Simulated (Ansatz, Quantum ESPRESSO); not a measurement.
# Equation of state of bcc Nb

How stiff is bcc Nb under hydrostatic load? Each row scales the relaxed cell evenly and relaxes the atoms. The phase is followed to these pressures whether or not it stays the stable one.

Calculated with Ansatz 0.2.0, PBEsol, PAW files of the set soft_1, cutoff 600 eV, Fermi–Dirac smearing 0.05 eV, k-mesh 19×19×19, no spin polarisation, no spin-orbit coupling.

Reference cell, relaxed at zero pressure with PBEsol (Im-3m): a = 2.8341 Å, b = 2.8341 Å, c = 2.8341 Å, α = 109.47°, β = 109.47°, γ = 109.47°.

```csv
atom,x,y,z
Nb,0.0000,0.0000,0.0000
```

```csv
V (Å³/atom),V/V0,P (GPa),E − E0 (meV/atom)
16.4729,0.9400,12.696,39.4
16.8234,0.9600,8.019,16.8
17.1739,0.9800,3.780,4.0
17.8749,1.0200,−3.561,4.0
18.5758,1.0600,−9.640,33.3
```

V0 = 17.5244 Å³ an atom, where the residual pressure P0 is −0.066 GPa. **Question.** Fit the Birch–Murnaghan law and give the pressure and the energy at V = 18.2254 Å³ an atom, a row left out above.

With the Eulerian strain f = ½[(V0/V)^(2/3) − 1] and F = (P − P0)/[3f(1 + 2f)^(5/2)], the third-order law is the line F = B0 + (3/2) B0 (B′ − 4) f.

| f | F (GPa) |
| --- | --- |
| 0.02106 | 182.23 |
| 0.01379 | 182.51 |
| 0.00678 | 182.82 |
| −0.00656 | 183.61 |
| −0.01905 | 184.61 |

A straight line through the 5 rows: the means are 0.003204 for f and 183.16 for F, Σ(Δx)² = 0.001034 and ΣΔxΔy = −0.06136, so the slope is −0.06136/0.001034 = −59.332 and the intercept 183.16 − (−59.332)(0.003204) = 183.35.

Hence B0 = 183.3 GPa and B′ = 4 + (−59.3)/(1.5 × 183.3) = 3.78. For the withheld volume f = −0.01290, F = 184.11 GPa and P = −6.74 GPa. The run itself gives −6.74 GPa, so the estimate misses by 0.00 GPa, a rounding's worth.

Integrating the same law gives E − E0 = (9/2) B0 V0 f²[1 + (B′ − 4) f] + P0(V0 − V), with 1 GPa Å³ = 6.2415 meV: 15.4 meV an atom. The run itself gives 15.4 meV, so the estimate misses by 0.0 meV, a rounding's worth.

The same fit over all rows at other levels or in other programs gives B0 = 184 GPa with PBEsol (Quantum ESPRESSO, GBRV).

[Logs are printed without paths, hosts, clocks, repeated set-up lines and the standing remarks that a program may print on its own settings, such as how far it seeks lower states.]
